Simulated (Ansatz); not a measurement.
# SiO2 (Quartz): how G0W0 depends on its starting point

Aim: G0W0 for SiO2 (Quartz) on several starting functionals, at one mesh, band count and screening cutoff.

Program: Ansatz 0.2.0. Level of theory: G0W0 on several functionals, plane waves, PAW. Results are calculated unless marked as measured.

Most raw output is cut from this account.

In doubt: masses and optical values from hybrid runs of this build are listed as unsure (steps 3, 4), which bears on the screening that GW takes from such a start.

### 1. The starting structure

The structure is trigonal, space group P3_121 (No. 152). Conventional cell: a = 4.916 Å, b = 4.916 Å, c = 5.409 Å, α = 90.00°, β = 90.00°, γ = 120.00°. Nearest to Si lie 4 O at 1.61 Å. O has 2 Si at 1.61 Å nearest. Farther neighbours and most contacts between anions are not listed.

Coordinates:

```cif
data_structure
_symmetry_space_group_name_H-M 'P 1'
_symmetry_Int_Tables_number 1
_cell_length_a 4.9158
_cell_length_b 4.9158
_cell_length_c 5.4091
_cell_angle_alpha 90.000
_cell_angle_beta 90.000
_cell_angle_gamma 120.000
_cell_volume 113.20
loop_
_atom_site_label
_atom_site_type_symbol
_atom_site_fract_x
_atom_site_fract_y
_atom_site_fract_z
_atom_site_occupancy
Si1 Si 0.53030 0.00000 0.33333 1
Si2 Si 0.00000 0.53030 0.66667 1
Si3 Si 0.46970 0.46970 0.00000 1
O4 O 0.14620 0.41420 0.88100 1
O5 O 0.58580 0.73200 0.21433 1
O6 O 0.26800 0.85380 0.54767 1
O7 O 0.41420 0.14620 0.11900 1
O8 O 0.73200 0.58580 0.78567 1
O9 O 0.85380 0.26800 0.45233 1
```

The cell and positions come from the Crystallography Open Database and are kept as given unless a step says otherwise. The default PAW set here is soft_2. Its files were made with PBE.

### 2. G0W0 on PBE

Now the one-shot GW correction: screening in the RPA, then the self-energy of the levels asked for.

This step: G0W0 on PBE, plane waves, PAW.

File input.yaml:

```yaml
crystal:
  lattice:
    - [4.9158, 0.0, 0.0]
    - [-2.4579, 4.2572076799, 0.0]
    - [0.0, 0.0, 5.4091]
  atoms:
    - { symbol: Si, position: [0.5303, 0.0, 0.3333333333] }
    - { symbol: Si, position: [0.0, 0.5303, 0.6666666667] }
    - { symbol: Si, position: [0.4697, 0.4697, 0.0] }
    - { symbol: O, position: [0.1462, 0.4142, 0.881] }
    - { symbol: O, position: [0.5858, 0.732, 0.2143333333] }
    - { symbol: O, position: [0.268, 0.8538, 0.5476666667] }
    - { symbol: O, position: [0.4142, 0.1462, 0.119] }
    - { symbol: O, position: [0.732, 0.5858, 0.7856666667] }
    - { symbol: O, position: [0.8538, 0.268, 0.4523333333] }
kpoints:
  mp_grid: { grid: [6, 6, 4] }
hamiltonian:
  xc: pbe
scf:
  occupations: { method: fixed }
gw:
  n_empty_bands: 241
  ecut_chi: 96
  qp_bands: [v3, c3]
  qp_kpoints: band_edges
  screening: { model: contour_deformation }
```

Started as:

```
ansatz run input.yaml --threads 3 --pin off --max-ram 92160MiB --backend cuda --events-out ev --progress --plain --runs-dir out --devices 1 --max-vram 13GiB
```

Run time: 66 s. Hardware: 1 × NVIDIA H100 80GB HBM3 (shared by 6 runs) with 3 threads of AMD EPYC 7R13 (Zen 3), shared host; peak memory 1.6 GiB; 1.9 min of CPU time.

Numbers from this step:

| Property | Result |
| --- | --- |
| bands summed | 265 |
| RPA ε∞ on this mesh (eigenvalues) | 2.353, 2.353, 2.385 |
| plane waves in the screening matrix | 237 |
| q-points in the mesh | 144 |
| G0W0 gap on the mesh | 8.766 eV |
| k of the valence top | 0.3333, 0.3333, 0 |
| k of the conduction bottom | 0, 0, 0 |
| starting gap on the mesh | 5.995 eV |
| Z at the valence top | 0.8107 |
| Z at the conduction bottom | 0.8688 |
| least direct G0W0 gap on the computed points | 9.149 eV |

The gap on the mesh goes from 6.00 eV to 8.77 eV, a correction of +2.77 eV. Between the two edge states, bare exchange in place of the xc potential would open the gap by 10.50 eV, and correlation takes back 7.73 eV.

### 3. G0W0 on HSE06

One-shot GW remembers its start. Another functional's orbitals and levels show by how much.

This step: G0W0 on HSE06, plane waves, PAW.

input.yaml, as its differences from that of step 2:

```diff
@@ -18,3 +18,3 @@
 hamiltonian:
-  xc: pbe
+  xc: hse06
 scf:
```

The job ended after 2.6 min (1 × NVIDIA H100 80GB HBM3 (shared by 6 runs) with 3 threads; peak memory 2.3 GiB).

Numbers from this step:

| Property | Result |
| --- | --- |
| bands summed | 265 |
| RPA ε∞ on this mesh (eigenvalues) | 2.115, 2.115, 2.138 |
| plane waves in the screening matrix | 237 |
| q-points in the mesh | 144 |
| G0W0 gap on the mesh | 9.532 eV |
| k of the valence top | 0.3333, 0.3333, 0 |
| k of the conduction bottom | 0, 0, 0 |
| starting gap on the mesh | 7.831 eV |
| Z at the valence top | 0.8380 |
| Z at the conduction bottom | 0.8898 |
| least direct G0W0 gap on the computed points | 9.915 eV |

Against the run with 6×6×4 mesh, 241 empty bands, screening to 96 eV on PBE, the gap moves by +0.77 eV, while the start moved by +1.84 eV.

### 4. G0W0 on PBE0

This step: G0W0 on PBE0, plane waves, PAW.

input.yaml, as its differences from that of step 3:

```diff
@@ -18,3 +18,3 @@
 hamiltonian:
-  xc: hse06
+  xc: pbe0
 scf:
```

It took 86 s on 1 × NVIDIA H100 80GB HBM3 (shared by 6 runs) with 3 threads; peak memory 2.3 GiB; 2 min of CPU time.

This step gave:

| Quantity | Value |
| --- | --- |
| bands summed | 265 |
| RPA ε∞ on this mesh (eigenvalues) | 2.065, 2.065, 2.086 |
| plane waves in the screening matrix | 237 |
| G0W0 gap on the mesh | 9.737 eV |
| k of the valence top | 0.3333, 0.3333, 0 |
| k of the conduction bottom | 0, 0, 0 |
| starting gap on the mesh | 8.595 eV |
| least direct G0W0 gap on the computed points | 10.12 eV |

Against the run with 6×6×4 mesh, 241 empty bands, screening to 96 eV on HSE06, the gap moves by +0.21 eV, while the start moved by +0.76 eV.

### 5. The starts together

All on the 6×6×4 mesh with 241 empty bands and screening to 96 eV. Times are wall times on 1 × NVIDIA H100 80GB HBM3 (shared by 6 runs) with 3 threads of AMD EPYC 7R13 (Zen 3), shared host, good to a factor of about two.

| start | starting gap (eV) | shift (eV) | G0W0 gap (eV) | RPA ε∞ (harmonic mean) | Z (valence, conduction) | time |
| --- | --- | --- | --- | --- | --- | --- |
| PBE | 6.00 | +2.77 | 8.77 | 2.36 | 0.81, 0.87 | 66 s |
| HSE06 | 7.83 | +1.70 | 9.53 | 2.12 | 0.84, 0.89 | 2.6 min |
| PBE0 | 8.60 | +1.14 | 9.74 | 2.07 | 0.85, 0.89 | 86 s |

How the two edges are built up, in eV (the quasiparticle level is the starting level plus Σx plus Σc less Vxc):

| run | edge | start | Σx | Σc | Vxc | Z | QP |
| --- | --- | --- | --- | --- | --- | --- | --- |
| PBE | valence top | 2.53 | -26.84 | 4.34 | -20.92 | 0.81 | 0.95 |
| PBE | conduction bottom | 8.53 | -7.83 | -3.40 | -12.42 | 0.87 | 9.72 |
| HSE06 | valence top | 1.19 | -26.85 | 3.84 | -22.26 | 0.84 | 0.44 |
| HSE06 | conduction bottom | 9.03 | -7.19 | -3.15 | -11.28 | 0.89 | 9.97 |
| PBE0 | valence top | 0.79 | -26.86 | 3.72 | -22.67 | 0.85 | 0.32 |
| PBE0 | conduction bottom | 9.38 | -7.18 | -3.06 | -10.91 | 0.89 | 10.06 |

For a hybrid start, Vxc holds its share of exact exchange.

### 6. What came out

```yaml
g0w0_pbe: 8.77 eV (start 6.00 eV)
g0w0_hse06: 9.53 eV (start 7.83 eV)
g0w0_pbe0: 9.74 eV (start 8.60 eV)
known_limits: not at the basis limit
```

The starting gaps span 2.60 eV and the G0W0 gaps 0.97 eV. Between PBE and PBE0, 0.97 eV of the 2.60 eV survives, 37 %. PBE0 screens less than PBE (ε∞ 2.07 against 2.36). Of the 0.97 eV by which its G0W0 gap is higher, the correlation part gives +0.95 eV, and exchange with the one-particle terms, which follow the orbitals, +0.02 eV. The smallest correction, +1.14 eV, is on PBE0, the start nearest to reproducing itself. Bands and cutoff are finite, so the gap is not at the basis limit. The miss can reach some tenths of an eV and take either sign; the mesh is an error of its own.

[Paths, hosts, dates, memory and timing lines, banners, echoed tables and standing remarks are left out of the program output.]

[Logs are printed without paths, hosts, clocks, repeated set-up lines and the standing remarks that a program may print on its own settings, such as how far it seeks lower states.]

[Runs of the session that timed out or met a known fault of the program may be left out.]

[Cells called generated may have been cut or substituted from an entry of the Crystallography Open Database or the Materials Project.]

[Hosts, paths, dates, database ids (printed as entryN), source tags and the programs' standing remarks are cut or masked in the printed files.]
